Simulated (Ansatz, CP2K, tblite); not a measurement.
# Running amorphous Hg30Se17S13 (60 atoms) with CP2K, part 3 of 3

Aim: run amorphous Hg30Se17S13 (60 atoms) in CP2K and see how near its forces come to a plane-wave reference, and at what cost.

Program: CP2K 2026.2; the method stands at each step. Banners, paths, timers and routine set-up lines are dropped from the logs unmarked, and long logs keep their key lines alone; longer cuts are marked.

So far. Step 6 (PBE, DZVP-MOLOPT-SR, 420/60 Ry, diagonalisation): Against the first run (10 %), the force difference from the reference is 10 %, at 0.88 times the CPU time: the change moves forces by 0.064 meV/Å r.m.s., so most of the difference comes from elsewhere. Step 7 (PBE+D4, DZVP-MOLOPT-SR, 600/60 Ry, diagonalisation): Against the first run (10 %), the force difference from the reference is 11 %, at 0.98 times the CPU time; the model has changed, so this is no error of the program alone.

## (8) PBE, DZVP-MOLOPT-SR, 600/70 Ry, diagonalisation

Method: Kohn-Sham DFT, PBE, GTH-PBE pseudopotentials, Gaussian and plane waves, DZVP-MOLOPT-SR-GTH, diagonalisation.

The input, input.inp:

```
&GLOBAL
  PROJECT cell
  RUN_TYPE ENERGY_FORCE
  PRINT_LEVEL LOW
&END GLOBAL
&FORCE_EVAL
  METHOD QS
  STRESS_TENSOR ANALYTICAL
  &DFT
    BASIS_SET_FILE_NAME BASIS_MOLOPT
    POTENTIAL_FILE_NAME GTH_POTENTIALS
    &MGRID
      CUTOFF 600
      REL_CUTOFF 70
      NGRIDS 5
    &END MGRID
    &QS
      EPS_DEFAULT 1.0E-12
    &END QS
    &SCF
      SCF_GUESS ATOMIC
      EPS_SCF 1.0E-06
      MAX_SCF 200
      ADDED_MOS 14
      &DIAGONALIZATION
        ALGORITHM STANDARD
      &END DIAGONALIZATION
      &SMEAR ON
        METHOD FERMI_DIRAC
        ELECTRONIC_TEMPERATURE [K] 580
      &END SMEAR
      &MIXING
        METHOD BROYDEN_MIXING
        ALPHA 0.3
        NBROYDEN 8
      &END MIXING
      &PRINT
        &RESTART OFF
        &END RESTART
      &END PRINT
    &END SCF
    &XC
      &XC_FUNCTIONAL PBE
      &END XC_FUNCTIONAL
    &END XC
    &PRINT
      &MULLIKEN ON
      &END MULLIKEN
      &HIRSHFELD ON
        SHAPE_FUNCTION DENSITY
      &END HIRSHFELD
      &MO ON
        EIGENVALUES T
        OCCUPATION_NUMBERS T
        MO_INDEX_RANGE 259 282
        &EACH
          QS_SCF 0
        &END EACH
        ADD_LAST NUMERIC
      &END MO
    &END PRINT
  &END DFT
  &SUBSYS
    &CELL
      A 11.94880 0.00000 0.00000
      B 0.00000 11.94880 0.00000
      C 0.00000 0.00000 11.94880
    &END CELL
    &TOPOLOGY
      COORD_FILE_NAME structure.xyz
      COORD_FILE_FORMAT XYZ
    &END TOPOLOGY
    &KIND Hg
      BASIS_SET DZVP-MOLOPT-SR-GTH-q12
      POTENTIAL GTH-PBE-q12
    &END KIND
    &KIND Se
      BASIS_SET DZVP-MOLOPT-SR-GTH-q6
      POTENTIAL GTH-PBE-q6
    &END KIND
    &KIND S
      BASIS_SET DZVP-MOLOPT-SR-GTH-q6
      POTENTIAL GTH-PBE-q6
    &END KIND
  &END SUBSYS
  &PRINT
    &FORCES ON
    &END FORCES
    &STRESS_TENSOR ON
    &END STRESS_TENSOR
  &END PRINT
&END FORCE_EVAL
```

The input, structure.xyz:

```xyz
60

[... 60 atom lines left out: the same atoms as in the first run ...]
```

On the command line:

```console
OMP_NUM_THREADS=2 cp2k.psmp -i input.inp > output.txt
```

Numbers of over 12 decimals in the logs are rounded to 6 here.

What it wrote:

```text
CP2K| version string:                                       CP2K version 2026.2
 CP2K| Input file name                                                 input.inp
 GLOBAL| Basis set file name                                        BASIS_MOLOPT
 GLOBAL| Potential file name                                      GTH_POTENTIALS
 GLOBAL| Run type                                                   ENERGY_FORCE
 GLOBAL| Total number of message passing processes                             1
 GLOBAL| Number of threads for this process                                    2
 TOTAL NUMBERS AND MAXIMUM NUMBERS
  Total number of            - Atomic kinds:                                   3
                             - Atoms:                                         60
[... lines left out ...]
                        Smear method:                                FERMI_DIRAC
[... lines left out ...]
 Number of electrons:                                                        540
[... lines left out ...]
  Step     Update method      Time    Convergence         Total energy    Change
[... lines left out ...]
  *** SCF run converged in    28 steps ***
[... lines left out ...]
  Fermi energy:                                                 0.143862
  Total energy:                                             -1526.268437
  Total energy (extrapolated to T->0):                      -1526.263951
[... lines left out ...]
 MO| E(Fermi):            0.143862 a.u.          3.914673 eV
[... lines left out ...]
 !-----------------------------------------------------------------------------!
 !-----------------------------------------------------------------------------!
                           Hirshfeld Charges
  #Atom  Element  Kind  Ref Charge     Population                    Net charge
      1       Hg     1      12.000         11.801                         0.199
      2       Hg     1      12.000         11.752                         0.248
      3       Hg     1      12.000         11.831                         0.169
[...]
59       S      3       6.000          6.240                        -0.240
     60       S      3       6.000          6.217                        -0.217
  Total Charge                                                            0.000
 !-----------------------------------------------------------------------------!
 ENERGY| Total FORCE_EVAL ( QS ) energy [hartree]          -1526.268439
 FORCES| Atomic forces [hartree/bohr]
 FORCES|   Atom     x               y               z               |f|
 FORCES|      1 -7.19351820E-03  5.57506515E-03 -6.10428882E-03   1.09585764E-02
 FORCES|      2  7.48920872E-03  3.81667700E-03  8.15406464E-03   1.17108514E-02
 FORCES|      3  6.01223463E-03  9.75551346E-03  2.33666965E-04   1.14617454E-02
[...]
FORCES|     59  2.74416067E-03  1.16718565E-03 -6.09194089E-03   6.78266053E-03
 FORCES|     60 -4.71427798E-03 -8.01642187E-03  3.10173182E-03   9.80347779E-03
 FORCES| Sum    -5.59093655E-06 -4.99431107E-06  3.98714233E-06
 FORCES| Total atomic force                                       8.49111410E-06
 STRESS| Analytical stress tensor [bar]
 STRESS|                        x                   y                   z
 STRESS|      x        6.24830188855E+03  -2.07581340372E+03   1.62437476310E+03
 STRESS|      y       -2.07581340372E+03   1.03771782648E+04  -1.45707644693E+03
 STRESS|      z        1.62437476310E+03  -1.45707644693E+03   1.42156829692E+04
 STRESS| 1/3 Trace                                             1.02803877075E+04
```

The job ended after 5.8 min (2 threads of Arm Neoverse V1, shared host; peak memory 4.1 GiB).

Compared with the plane-wave run:

* r.m.s. force component: 0.4747 eV/Å
* r.m.s. difference of force components: 46.93 meV/Å
* longest difference of force vectors: 211.7 meV/Å
* force difference over r.m.s. force: 10.35 %
* slope of forces against the reference's: 1.043
* correlation of force components: 0.9959
* pressure: 1.028 GPa
* pressure difference: 0.4666 GPa
* energy less the same-level run's: 0.0001 meV/atom
* r.m.s. force difference from the same-level run: 0.001 meV/Å

Against the first run (10 %), the force difference from the reference is 10 %, at 1.1 times the CPU time: the change moves forces by under 0.01 meV/Å r.m.s., so most of the difference comes from elsewhere.

## (9) The ladder

Differences are against the plane-wave reference, forces as r.m.s. over components; share is that over the reference's r.m.s. force, slope the least-squares factor from reference forces to these. Total energies of different programs have different zeros and aren't compared.

```tsv
run	Δ force, r.m.s. (meV/Å)	share (%)	slope	Δ pressure (GPa)	cores	CPU time	memory (GiB)
reference	-	-	-	-	4	2.4 min	2.6
CP2K PBE, DZVP-MOLOPT-SR, 600/60 Ry, diagonalisation	46.9	10.4	1.043	0.467	2	9.5 min	4.1
CP2K PBE, SZV-MOLOPT-SR, 600/60 Ry, diagonalisation (coarse)	356	78.5	1.434	2.97	1	5.5 min	3.8
CP2K revPBE, PBE potentials, DZVP-MOLOPT-SR, 600/60 Ry, diagonalisation	52.7	11.6	1.058	1.64	2	9.6 min	4.0
CP2K PBE, DZVP-MOLOPT-SR, 840/60 Ry, diagonalisation	46.9	10.4	1.043	0.467	2	12 min	6.8
CP2K PBE, DZVP-MOLOPT-SR, 420/60 Ry, diagonalisation (coarse)	46.9	10.4	1.043	0.467	2	8.4 min	2.5
CP2K PBE+D4, DZVP-MOLOPT-SR, 600/60 Ry, diagonalisation	50.8	11.2	1.041	-1.37	2	9.3 min	4.1
CP2K PBE, DZVP-MOLOPT-SR, 600/70 Ry, diagonalisation	46.9	10.4	1.043	0.467	2	11 min	4.1
```

Rows marked coarse were listed beforehand as settings not expected to be converged; some can still land near the reference.

CPU time is summed over cores on a shared host, where runs went side by side, so it is rough. Symmetry, cutoffs, thresholds, outputs and thread counts weren't matched or tuned between programs; memory under MPI is the largest rank's times the ranks.

Mean charges by element (e), by run and scheme:

```tsv
run	scheme	Hg	Se	S
CP2K PBE, DZVP-MOLOPT-SR, 600/60 Ry, diagonalisation	Mulliken	+0.01	-0.05	+0.04
CP2K PBE, DZVP-MOLOPT-SR, 600/60 Ry, diagonalisation	Hirshfeld	+0.19	-0.17	-0.21
CP2K revPBE, PBE potentials, DZVP-MOLOPT-SR, 600/60 Ry, diagonalisation	Mulliken	+0.03	-0.07	+0.01
CP2K revPBE, PBE potentials, DZVP-MOLOPT-SR, 600/60 Ry, diagonalisation	Hirshfeld	+0.20	-0.18	-0.22
CP2K PBE, DZVP-MOLOPT-SR, 840/60 Ry, diagonalisation	Mulliken	+0.01	-0.05	+0.04
CP2K PBE, DZVP-MOLOPT-SR, 840/60 Ry, diagonalisation	Hirshfeld	+0.19	-0.17	-0.21
CP2K PBE, DZVP-MOLOPT-SR, 420/60 Ry, diagonalisation	Mulliken	+0.01	-0.05	+0.04
CP2K PBE, DZVP-MOLOPT-SR, 420/60 Ry, diagonalisation	Hirshfeld	+0.19	-0.17	-0.21
CP2K PBE+D4, DZVP-MOLOPT-SR, 600/60 Ry, diagonalisation	Mulliken	+0.01	-0.05	+0.04
CP2K PBE+D4, DZVP-MOLOPT-SR, 600/60 Ry, diagonalisation	Hirshfeld	+0.19	-0.17	-0.21
CP2K PBE, DZVP-MOLOPT-SR, 600/70 Ry, diagonalisation	Mulliken	+0.01	-0.05	+0.04
CP2K PBE, DZVP-MOLOPT-SR, 600/70 Ry, diagonalisation	Hirshfeld	+0.19	-0.17	-0.21
```

Within one program, basis, potentials and functional, energies share a zero. Each run against its twin at the usual cutoff or grid and solver:

```tsv
run	twin	Δ energy (meV/atom)	Δ force, r.m.s. (meV/Å)	CPU time over the twin's
CP2K PBE, DZVP-MOLOPT-SR, 840/60 Ry, diagonalisation	DZVP-MOLOPT-SR, 600/60 Ry, diagonalisation	1.0e-4	0.045	1.2
CP2K PBE, DZVP-MOLOPT-SR, 420/60 Ry, diagonalisation	DZVP-MOLOPT-SR, 600/60 Ry, diagonalisation	2.0e-4	0.064	0.88
CP2K PBE, DZVP-MOLOPT-SR, 600/70 Ry, diagonalisation	DZVP-MOLOPT-SR, 600/60 Ry, diagonalisation	1.0e-4	0.001	1.1
```

Further runs of this program without a result: CP2K GFN1-xTB, diagonalisation (not converged).

## (10) Results

| Quantity | Value |
| --- | --- |
| nearest in forces | a tie at 10 % of 4 runs: CP2K PBE, DZVP-MOLOPT-SR, 600/60 Ry, diagonalisation; CP2K PBE, DZVP-MOLOPT-SR, 840/60 Ry, diagonalisation; CP2K PBE, DZVP-MOLOPT-SR, 420/60 Ry, diagonalisation (coarse); others |

What this shows: The PBE runs in local orbitals, coarse settings apart, differ by 10 % in each run; basis, grid and potentials can all enter. Rows with another functional or a dispersion term differ by 11 % (CP2K PBE+D4, DZVP-MOLOPT-SR, 600/60 Ry, diagonalisation) to 12 % (CP2K revPBE, PBE potentials, DZVP-MOLOPT-SR, 600/60 Ry, diagonalisation), which mixes the change of model with differences of basis and potentials, some of them made for another functional. Runs with settings chosen to be coarse differ by 10 % (CP2K PBE, DZVP-MOLOPT-SR, 420/60 Ry, diagonalisation) to 78 % (CP2K PBE, SZV-MOLOPT-SR, 600/60 Ry, diagonalisation), their programs' other errors included. None of the electronic-structure runs in the table takes under half the reference's CPU time of 2.4 min; they take 2.2 to 4.8 times as much. In pressure, CP2K PBE, SZV-MOLOPT-SR, 600/60 Ry, diagonalisation misses by +3.0 GPa, at the same functional. Charges hang on scheme and program or settings: among these rows the mean for S runs from -0.22 to +0.04 e. The potentials hold different valence shells: 950 electrons in the reference, 540 in CP2K with SZV-MOLOPT-SR; this bears on time and differences. The quench rate of 200 K/ps is many orders above laboratory rates, so the cell is likely richer in defects and strain than a real sample. The network of bonds at the start is that of the classical potential that made the cell, and needn't be the one that DFT or experiment would give. The electronic-structure runs sample only Γ, in a cell whose shortest periodic width is 12 Å, which is coarse for a cell with partly filled levels. Spin–orbit coupling is left out, which matters for the levels of the heavy elements.

[Also dropped from logs without a mark: logging warnings of Python, and SIESTA's first energy breakdown and zero terms.]

[Logs are printed without paths, hosts, clocks, repeated set-up lines and the standing remarks that a program may print on its own settings, such as how far it seeks lower states.]

[Hosts, paths, dates, database ids (printed as entryN), source tags and the programs' standing remarks are cut or masked in the printed files.]
